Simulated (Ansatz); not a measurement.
## The perfect W wire along [111], 31 atoms a period

Aim: is the W wire along [111], 31 atoms a period a metal or a semiconductor?

Program: Ansatz 0.2.0. Level of theory: DFT PBE, plane waves, PAW; relaxation of a wire's period; PAW set soft_1, in the first sound run; inputs show where later runs differ. Results are calculated unless marked as measured.

## (1) Starting point

The cell holds 31 atoms: 31 W. Cell: a = 20.249 Å, b = 19.741 Å, c = 2.745 Å, α = 90.0°, β = 90.0°, γ = 90.0°. Vacuum lies along a and b. The structure's axis is c.

## (2) The relaxed wire

Band widths follow the bond lengths, so the wire is relaxed first. The atoms and the third cell vector are free; the box across stays fixed as vacuum. A Fermi-Dirac smearing is set since the result may be a metal. The pressure printed is a third of the stress's trace over the whole box, vacuum included; only the stress along the axis is relaxed.

input.yaml

```yaml
crystal:
  lattice:
    - [20.249, 0.0, 0.0]
    - [0.0, 19.741, 0.0]
    - [0.0, 0.0, 2.74530053]
  atoms:
    - { symbol: W, position: [0.278607758, 0.500011925, 0.0] }
    - { symbol: W, position: [0.38930599, 0.696680849, 0.0] }
    - { symbol: W, position: [0.500004222, 0.500011925, 0.0] }
    - { symbol: W, position: [0.610702454, 0.696680849, 0.0] }
    - { symbol: W, position: [0.167909526, 0.434455616, 0.333333333] }
    - { symbol: W, position: [0.278607758, 0.237786692, 0.333333333] }
    - { symbol: W, position: [0.278607758, 0.631124541, 0.333333333] }
    - { symbol: W, position: [0.38930599, 0.434455616, 0.333333333] }
    - { symbol: W, position: [0.38930599, 0.827793466, 0.333333333] }
    - { symbol: W, position: [0.500004222, 0.237786692, 0.333333333] }
    - { symbol: W, position: [0.500004222, 0.631124541, 0.333333333] }
    - { symbol: W, position: [0.610702454, 0.434455616, 0.333333333] }
    - { symbol: W, position: [0.610702454, 0.827793466, 0.333333333] }
    - { symbol: W, position: [0.721400686, 0.237786692, 0.333333333] }
    - { symbol: W, position: [0.721400686, 0.631124541, 0.333333333] }
    - { symbol: W, position: [0.832098917, 0.434455616, 0.333333333] }
    - { symbol: W, position: [0.167909526, 0.565568233, 0.666666667] }
    - { symbol: W, position: [0.278607758, 0.368899308, 0.666666667] }
    - { symbol: W, position: [0.278607758, 0.762237158, 0.666666667] }
    - { symbol: W, position: [0.38930599, 0.172230383, 0.666666667] }
    - { symbol: W, position: [0.38930599, 0.565568233, 0.666666667] }
    - { symbol: W, position: [0.500004222, 0.368899308, 0.666666667] }
    - { symbol: W, position: [0.500004222, 0.762237158, 0.666666667] }
    - { symbol: W, position: [0.610702454, 0.172230383, 0.666666667] }
    - { symbol: W, position: [0.610702454, 0.565568233, 0.666666667] }
    - { symbol: W, position: [0.721400686, 0.368899308, 0.666666667] }
    - { symbol: W, position: [0.721400686, 0.762237158, 0.666666667] }
    - { symbol: W, position: [0.832098917, 0.565568233, 0.666666667] }
    - { symbol: W, position: [0.38930599, 0.303343, 0.0] }
    - { symbol: W, position: [0.610702454, 0.303343, 0.0] }
    - { symbol: W, position: [0.721400686, 0.500011925, 0.0] }
kpoints:
  mp_grid: { grid: [1, 1, 30] }
scf:
  occupations: { method: fermi_dirac, width: 0.05 }
hamiltonian:
  xc: pbe
  pseudopotentials: { kind: paw, azcp: { folder: soft_1 } }
relax:
  cell: { fix: [a, b, alpha, beta, gamma] }
  max_steps: 45
  f_tol: 0.03
```

On the command line:

```sh
$ ansatz run input.yaml --threads 16 --pin off --max-ram 61440MiB --backend cuda --events-out ev --progress --plain --runs-dir out --max-vram 78GiB
```

Numbers of over 12 decimals in the logs are rounded to 6 here.

Log:

```text
Engine: ansatz 0.2.0, aarch64-unknown-linux-gnu
Pseudopotentials: kind: paw
Pseudopotential: W, paw, valence charge 14, recommended cutoff 420 eV (normal), soft_1/W.paw.azcp
Functional definition: PBE
  parameter kappa = 0.804
  parameter beta = 0.066725
  exchange = pbe_x(kappa = kappa, mu = beta*pi^2/3)
  correlation = pbe_c(beta = beta)
[...]
Crystal: 31 atoms, lattice volume = 1097.394 Å³
Basis set: ecut = 420 eV, 21571 PW (Γ), exchange–correlation on 288×270×40 points (8 copies of the dense FFT grid, shifted against one another)
Bands: 261, of which v1, the nominal top of the filled ones, is band 217 counted from 1 (216 counted from 0)
Symmetry: 4 space group operations
Space group: P2/m (ITA 10), of the structure as read, at distance tolerance 1.0e-4 Å
k-points: 16 of 30
Non-local potential: W, projectors of the file, l = 0: 3, l = 1: 2, l = 2: 2, l = 3: 1
PAW form: soft (Blöchl's): semilocal exchange-correlation on the pseudo side does not see the compensation charge
PAW one-centre angular grid: W, 590 points (default); XC on 64 Gauss nodes
Initial density: superposition of atomic densities (neutral atoms: chi_scale 0, normalization atom)
Initial wavefunctions: pseudopotential atomic-orbital guess
[...]
Functional: x = pbe(κ = 0.804, μ = 0.219515), c = pbe(β = 0.066725)
SCF iter   1: F=—  HF=-321950.701279 eV  |F-HF|=—  |Δ(HF+E_count)|=         —  Δρ=5.10e-2  dr2=2.71e2  ethr=3.10e-3  ⟨swp⟩=9.2  Hψ=19050  notcnv=0  defer=5
preconditioner: auto → LDOS  [metal: Δε(μ)=0.005 eV  Ē_g=4.820 eV  σ=0.050 eV  W_gap=0.03  n_scr=194 (ndim 8)  ℏωp=15.3 eV  f_vac=0.424  D(μ)=37.47/eV (n_scr^D=252)  β→1.0]
SCF iter   2: F=—  HF=-321936.780467 eV  |F-HF|=—  |Δ(HF+E_count)|=    1.39e1  Δρ=3.03e-2  dr2=3.22e1  ethr=3.10e-3  ⟨swp⟩=4.9  Hψ=11038  notcnv=0  defer=125
[...]
SCF iter  12: F=-321931.879625 eV  HF=-321931.879625 eV  |F-HF|=4.60e-9  |Δ(HF+E_count)|=   2.40e-8  Δρ=5.18e-7  dr2=1.15e-8  ethr=2.30e-11  ⟨swp⟩=4.6  Hψ=12049  notcnv=0
SCF 1 converged in 12 iterations: F = -321931.879625 eV  dr2 = 1.15e-8
  greatest PAW one-centre occupation: 0.999 electrons in one spin orbital (limit 2), on the W atom at site 2 (counted from 0), in its partial waves of l = 0
relax step   1: F+E_penalty+E_count = -321931.87962548 eV  Δ(F+E_penalty+E_count) = +0.000e0 eV  max|allowed force component| = 1.850e0 eV/Å  Δτ_max = 0.0000 Å  P = -5.181 GPa  Ω = 1097.394 Å³  fix = [a, b, alpha, beta, gamma]  reactions: a -4.734, b -4.775 GPa; alpha +0.019 GPa/rad  (12 SCF iters, dr2 threshold 1.00e-7 eV, accepted)
[...]
Crystal: 31 atoms, lattice volume = 1058.165 Å³
Basis set: ecut = 420 eV, 20819 PW (Γ), exchange–correlation on 288×270×40 points (8 copies of the dense FFT grid, shifted against one another)
[...]
iter 1 solved again at ethr=2.42e-3 eV; its pass at ethr=3.10e-3 eV (dr2=1.05e1 eV) is discarded
SCF iter   1: F=—  HF=-321933.115171 eV  |F-HF|=—  |Δ(HF+E_count)|=         —  Δρ=1.96e-2  dr2=1.07e1  ethr=2.42e-3  ⟨swp⟩=4.3  Hψ=24203  notcnv=0  defer=4
preconditioner: auto → LDOS  [metal: Δε(μ)=0.003 eV  Ē_g=4.813 eV  σ=0.050 eV  W_gap=0.02  n_scr=176 (ndim 8)  ℏωp=15.6 eV  f_vac=0.456  D(μ)=24.73/eV (n_scr^D=136)  β→1.0]
SCF iter   2: F=—  HF=-321933.110585 eV  |F-HF|=—  |Δ(HF+E_count)|=   4.59e-3  Δρ=1.33e-2  dr2=7.52e0  ethr=2.42e-3  ⟨swp⟩=5.3  Hψ=8678  notcnv=0  defer=68
[...]
SCF iter   8: F=-321931.634194 eV  HF=-321931.634194 eV  |F-HF|=6.76e-8  |Δ(HF+E_count)|=   6.83e-6  Δρ=5.54e-6  dr2=6.99e-7  ethr=7.14e-10  ⟨swp⟩=5.4  Hψ=13987  notcnv=0
SCF 2 converged in 8 iterations: F = -321931.634194 eV  dr2 = 6.99e-7
  greatest PAW one-centre occupation: 0.999 electrons in one spin orbital (limit 2), on the W atom at site 30 (counted from 0), in its partial waves of l = 0
relax step   2: F+E_penalty+E_count = -321931.63419428 eV  Δ(F+E_penalty+E_count) = +2.454e-1 eV  max|allowed force component| = 2.852e0 eV/Å  Δτ_max = 0.1949 Å  P = +6.677 GPa  Ω = 1058.165 Å³  energy of the carried Pulay correction = +9.518e-3 eV  fix = [a, b, alpha, beta, gamma]  (8 SCF iters, dr2 threshold 3.10e-6 eV, rejected (line search))
[...]
Crystal: 31 atoms, lattice volume = 1081.381 Å³
[...]
SCF 3 converged in 13 iterations: F = -321933.855690 eV  dr2 = 3.38e-11
[...]
SCF 4 converged in 6 iterations: F = -321933.957935 eV  dr2 = 1.50e-6
[...]
SCF 5 converged in 7 iterations: F = -321933.959031 eV  dr2 = 1.30e-8
[...]
SCF 6 converged in 5 iterations: F = -321933.955051 eV  dr2 = 2.25e-10
[...]
SCF converged after 5 iterations
[...]
--- Relaxed structure (5 steps of the walk, 4 accepted, 1 SCFs on fresh bases) ---
  F+E_penalty+E_count = -321933.95505136 eV   max|allowed force component| = 2.152e-2 eV/Å   (the final SCF, on the basis selected at the relaxed cell)
  cell:  # Å, volume = 1080.5317 Å³
    - [20.249, 0.0, 0.0]
    - [0.0, 19.741, 0]
    - [0.0, 0, 2.703117]
  atoms:
    - { symbol: W, position: [0.277045, 0.500012, 0] }
    - { symbol: W, position: [0.388501, 0.697894, -0.000322467] }
    - { symbol: W, position: [0.500000, 0.500012, 0] }
    - { symbol: W, position: [0.611499, 0.697894, -0.000322467] }
    - { symbol: W, position: [0.172658, 0.437496, 0.335099] }
    - { symbol: W, position: [0.283658, 0.240656, 0.336231] }
    - { symbol: W, position: [0.275907, 0.632623, 0.331008] }
    - { symbol: W, position: [0.388903, 0.434299, 0.343232] }
    - { symbol: W, position: [0.389285, 0.821845, 0.334752] }
    - { symbol: W, position: [0.500000, 0.234895, 0.331791] }
    - { symbol: W, position: [0.500000, 0.631410, 0.343391] }
    - { symbol: W, position: [0.611097, 0.434299, 0.343232] }
    - { symbol: W, position: [0.610715, 0.821845, 0.334752] }
    - { symbol: W, position: [0.716342, 0.240656, 0.336231] }
    - { symbol: W, position: [0.724093, 0.632623, 0.331008] }
    - { symbol: W, position: [0.827342, 0.437496, 0.335099] }
    - { symbol: W, position: [0.172658, 0.562528, 0.664901] }
    - { symbol: W, position: [0.275907, 0.367401, 0.668992] }
    - { symbol: W, position: [0.283658, 0.759367, 0.663769] }
    - { symbol: W, position: [0.389285, 0.178179, 0.665248] }
    - { symbol: W, position: [0.388903, 0.565725, 0.656768] }
    - { symbol: W, position: [0.500000, 0.368614, 0.656609] }
    - { symbol: W, position: [0.500000, 0.765129, 0.668209] }
    - { symbol: W, position: [0.610715, 0.178179, 0.665248] }
    - { symbol: W, position: [0.611097, 0.565725, 0.656768] }
    - { symbol: W, position: [0.724093, 0.367401, 0.668992] }
    - { symbol: W, position: [0.716342, 0.759367, 0.663769] }
    - { symbol: W, position: [0.827342, 0.562528, 0.664901] }
    - { symbol: W, position: [0.388501, 0.302130, 0.000322467] }
    - { symbol: W, position: [0.611499, 0.302130, 0.000322467] }
    - { symbol: W, position: [0.722955, 0.500012, 0] }
```

The job ended after 15 s (1 × NVIDIA GB200 with 16 threads of Arm Neoverse V2, shared host; peak memory 1.5 GiB).

Step by step:

| step | energy less that of the first step (eV) | largest force component (eV/Å) | pressure (GPa) | volume (Å³) |
| --- | --- | --- | --- | --- |
| 1 | 0.0000 | 1.8498 | -5.18 | 1097.39 |
| 2 | 0.2454 | 2.8524 | 6.68 | 1058.16 |
| 3 | -1.9761 | 0.5403 | -1.09 | 1081.38 |
| 4 | -2.0783 | 0.0531 | -0.07 | 1080.14 |
| 5 | -2.0794 | 0.0215 | 0.00 | 1080.53 |
| 6 | -2.0754 | 0.0215 | 0.00 | 1080.53 |

The log counts 1 steps on a newly chosen plane-wave basis, not all of them marked here; energy and pressure can jump at such steps. Relaxation step 2 was tried and not accepted.

Forces are held to the 4 operations that the run works with; a distortion that breaks them can't arise in this run.

| cell as run | before | after | change |
| --- | --- | --- | --- |
| c (Å) | 2.745 | 2.703 | -1.5 % |

The atoms that moved most (Å, along periodic axes as changes of fractional coordinates times the final cell, across vacuum about the mean position):

| atom | dx | dy | dz | length |
| --- | --- | --- | --- | --- |
| W20 | 0.000 | 0.117 | -0.004 | 0.117 |
| W24 | 0.000 | 0.117 | -0.004 | 0.117 |
| W9 | 0.000 | -0.117 | 0.004 | 0.117 |
| W13 | 0.000 | -0.117 | 0.004 | 0.117 |
| W27 | -0.102 | -0.057 | -0.008 | 0.117 |
| W19 | 0.102 | -0.057 | -0.008 | 0.117 |
| W14 | -0.102 | 0.057 | 0.008 | 0.117 |
| W6 | 0.102 | 0.057 | 0.008 | 0.117 |

The relaxed structure:

```cif
data_structure
_symmetry_space_group_name_H-M 'P 1'
_symmetry_Int_Tables_number 1
_cell_length_a 20.2490
_cell_length_b 19.7410
_cell_length_c 2.7031
_cell_angle_alpha 90.000
_cell_angle_beta 90.000
_cell_angle_gamma 90.000
_cell_volume 1080.53
loop_
_atom_site_label
_atom_site_type_symbol
_atom_site_fract_x
_atom_site_fract_y
_atom_site_fract_z
_atom_site_occupancy
W1 W 0.27704 0.50001 0.00000 1
W2 W 0.38850 0.69789 0.99968 1
W3 W 0.50000 0.50001 0.00000 1
W4 W 0.61150 0.69789 0.99968 1
W5 W 0.17266 0.43750 0.33510 1
W6 W 0.28366 0.24066 0.33623 1
W7 W 0.27591 0.63262 0.33101 1
W8 W 0.38890 0.43430 0.34323 1
W9 W 0.38929 0.82184 0.33475 1
W10 W 0.50000 0.23489 0.33179 1
W11 W 0.50000 0.63141 0.34339 1
W12 W 0.61110 0.43430 0.34323 1
W13 W 0.61071 0.82184 0.33475 1
W14 W 0.71634 0.24066 0.33623 1
W15 W 0.72409 0.63262 0.33101 1
W16 W 0.82734 0.43750 0.33510 1
W17 W 0.17266 0.56253 0.66490 1
W18 W 0.27591 0.36740 0.66899 1
W19 W 0.28366 0.75937 0.66377 1
W20 W 0.38929 0.17818 0.66525 1
W21 W 0.38890 0.56572 0.65677 1
W22 W 0.50000 0.36861 0.65661 1
W23 W 0.50000 0.76513 0.66821 1
W24 W 0.61071 0.17818 0.66525 1
W25 W 0.61110 0.56572 0.65677 1
W26 W 0.72409 0.36740 0.66899 1
W27 W 0.71634 0.75937 0.66377 1
W28 W 0.82734 0.56253 0.66490 1
W29 W 0.38850 0.30213 0.00032 1
W30 W 0.61150 0.30213 0.00032 1
W31 W 0.72296 0.50001 0.00000 1
```

This step gave:

```yaml
energy_at_zero_smearing: -321933.8311 eV
cell_length_along_the_wire: 2.703 Å
```

The cell's length comes to 2.703 Å with spin left out.

## (3) Bands of the perfect wire

This step: DFT PBE, plane waves, PAW; bands of a perfect wire; PAW set soft_1 (Ansatz 0.2.0).

At the relaxed period the bands are computed along the axis; those that cross an energy going forward count the channels that a perfect wire would open there.

input.yaml

```yaml
crystal:
  lattice:
    - [20.249, 0.0, 0.0]
    - [0.0, 19.741, 0.0]
    - [0.0, 0.0, 2.7031165553]
  atoms:
    - { symbol: W, position: [0.277044677, 0.500011925, 0.0] }
    - { symbol: W, position: [0.38850074, 0.697893502, 0.999677533] }
    - { symbol: W, position: [0.5, 0.500011925, 0.0] }
    - { symbol: W, position: [0.61149926, 0.697893502, 0.999677533] }
    - { symbol: W, position: [0.172658007, 0.437496333, 0.335098612] }
    - { symbol: W, position: [0.283658472, 0.240656437, 0.336230737] }
    - { symbol: W, position: [0.275907186, 0.632622679, 0.331007988] }
    - { symbol: W, position: [0.388903373, 0.434299084, 0.343231811] }
    - { symbol: W, position: [0.389285146, 0.821844838, 0.33475151] }
    - { symbol: W, position: [0.5, 0.234894653, 0.331790984] }
    - { symbol: W, position: [0.5, 0.631410108, 0.343391374] }
    - { symbol: W, position: [0.611096627, 0.434299084, 0.343231811] }
    - { symbol: W, position: [0.610714854, 0.821844838, 0.33475151] }
    - { symbol: W, position: [0.716341528, 0.240656437, 0.336230737] }
    - { symbol: W, position: [0.724092814, 0.632622679, 0.331007988] }
    - { symbol: W, position: [0.827341993, 0.437496333, 0.335098612] }
    - { symbol: W, position: [0.172658007, 0.562527516, 0.664901388] }
    - { symbol: W, position: [0.275907186, 0.36740117, 0.668992012] }
    - { symbol: W, position: [0.283658472, 0.759367413, 0.663769263] }
    - { symbol: W, position: [0.389285146, 0.178179012, 0.66524849] }
    - { symbol: W, position: [0.388903373, 0.565724765, 0.656768189] }
    - { symbol: W, position: [0.5, 0.368613741, 0.656608626] }
    - { symbol: W, position: [0.5, 0.765129196, 0.668209016] }
    - { symbol: W, position: [0.610714854, 0.178179012, 0.66524849] }
    - { symbol: W, position: [0.611096627, 0.565724765, 0.656768189] }
    - { symbol: W, position: [0.724092814, 0.36740117, 0.668992012] }
    - { symbol: W, position: [0.716341528, 0.759367413, 0.663769263] }
    - { symbol: W, position: [0.827341993, 0.562527516, 0.664901388] }
    - { symbol: W, position: [0.38850074, 0.302130347, 0.000322467] }
    - { symbol: W, position: [0.61149926, 0.302130347, 0.000322467] }
    - { symbol: W, position: [0.722955323, 0.500011925, 0.0] }
kpoints:
  mp_grid: { grid: [1, 1, 30] }
  band_path: { path: ["Γ", Z], npoints: 90 }
scf:
  occupations: { method: fermi_dirac, width: 0.05 }
hamiltonian:
  xc: pbe
  pseudopotentials: { kind: paw, azcp: { folder: soft_1 } }
output:
  dos: { e_range: [-5, 4] }
  write_potential: true
  write_density: true
  volumetric_format: npy
```

Log:

```text
[...]
Crystal: 31 atoms, lattice volume = 1080.532 Å³
Basis set: ecut = 420 eV, 21255 PW (Γ)
Bands: 261, of which v1, the nominal top of the filled ones, is band 217 counted from 1 (216 counted from 0)
[... 1 set-up line as in the run before ...]
[...]
k-points: 16 of 30
[...]
SCF iter   1: F=—  HF=-321952.393392 eV  |F-HF|=—  |Δ(HF+E_count)|=         —  Δρ=4.94e-2  dr2=1.87e2  ethr=3.10e-3  ⟨swp⟩=9.4  Hψ=20407  notcnv=0  defer=45
[...]
SCF iter   6: F=—  HF=-321933.958391 eV  |F-HF|=—  |Δ(HF+E_count)|=   5.65e-3  Δρ=3.36e-4  dr2=4.51e-3  ethr=1.28e-5  ⟨swp⟩=2.4  Hψ=5599  notcnv=0  defer=259
[...]
SCF iter   9: F=—  HF=-321933.955059 eV  |F-HF|=—  |Δ(HF+E_count)|=   4.39e-3  Δρ=1.59e-5  dr2=6.78e-6  ethr=1.02e-8  ⟨swp⟩=2.9  Hψ=7007  notcnv=0  defer=259
[...]
SCF iter  11: F=-321933.955062 eV  HF=-321933.955062 eV  |F-HF|=6.40e-10  |Δ(HF+E_count)|=   3.14e-7  Δρ=1.82e-6  dr2=6.39e-8  ethr=2.30e-11  ⟨swp⟩=16.8  Hψ=16471  notcnv=0
SCF 1 converged in 11 iterations: F = -321933.955062 eV  dr2 = 6.39e-8
[...]
NSCF: frozen V_eff on 91 k-points
[...]
SCF converged after 11 iterations
[...]
```

The job ended after 14 s (1 × NVIDIA GB200 with 16 threads; peak memory 2.7 GiB).

Reading the cycles: dr2 is the Hartree energy of the density residual (eV), the measure of convergence; HF is the Harris–Foulkes estimate of the energy, which meets the free energy F at convergence.

Numbers from this step:

| Property | Result |
| --- | --- |
| band gap | 0 eV |

The electronic bands at the labelled points (eV, zero at the Fermi level; # counts the bands kept):

| point | #35 | #36 | #37 | #38 | #39 | #40 | #41 | #42 |
| --- | --- | --- | --- | --- | --- | --- | --- | --- |
| Γ | -0.27 | -0.26 | -0.03 | 0.02 | 0.18 | 0.21 | 0.22 | 0.25 |
| halfway | -0.73 | -0.49 | -0.49 | -0.47 | -0.37 | -0.36 | -0.28 | -0.21 |
| Z | 0.56 | 0.56 | 0.59 | 0.78 | 0.78 | 0.92 | 0.96 | 0.97 |

Between Γ and Z the bands cross the Fermi level 30 times, so a perfect wire would conduct at least 30 G₀, with spin left out.

## (4) Outcome

| Item | Value |
| --- | --- |
| cell length, PBE | 2.703 Å |
| ballistic conductance by band crossings, a lower bound, PBE | 30 G₀ |

What this shows: Under PBE the cell's length is 2.70 Å, and the bands cross the Fermi level 30 times between Γ and Z, which gives a perfect wire at least 30 G₀ (opposite crossings within one step of the path cancel in such a count). No spin was allowed, though thin wires with open d shells can turn magnetic. Spin-orbit coupling is left out, which matters for the bands of heavy atoms.

[Logs are printed without paths, hosts, clocks, repeated set-up lines and the standing remarks that a program may print on its own settings, such as how far it seeks lower states.]

[Hosts, paths, dates, database ids (printed as entryN), source tags and the programs' standing remarks are cut or masked in the printed files.]
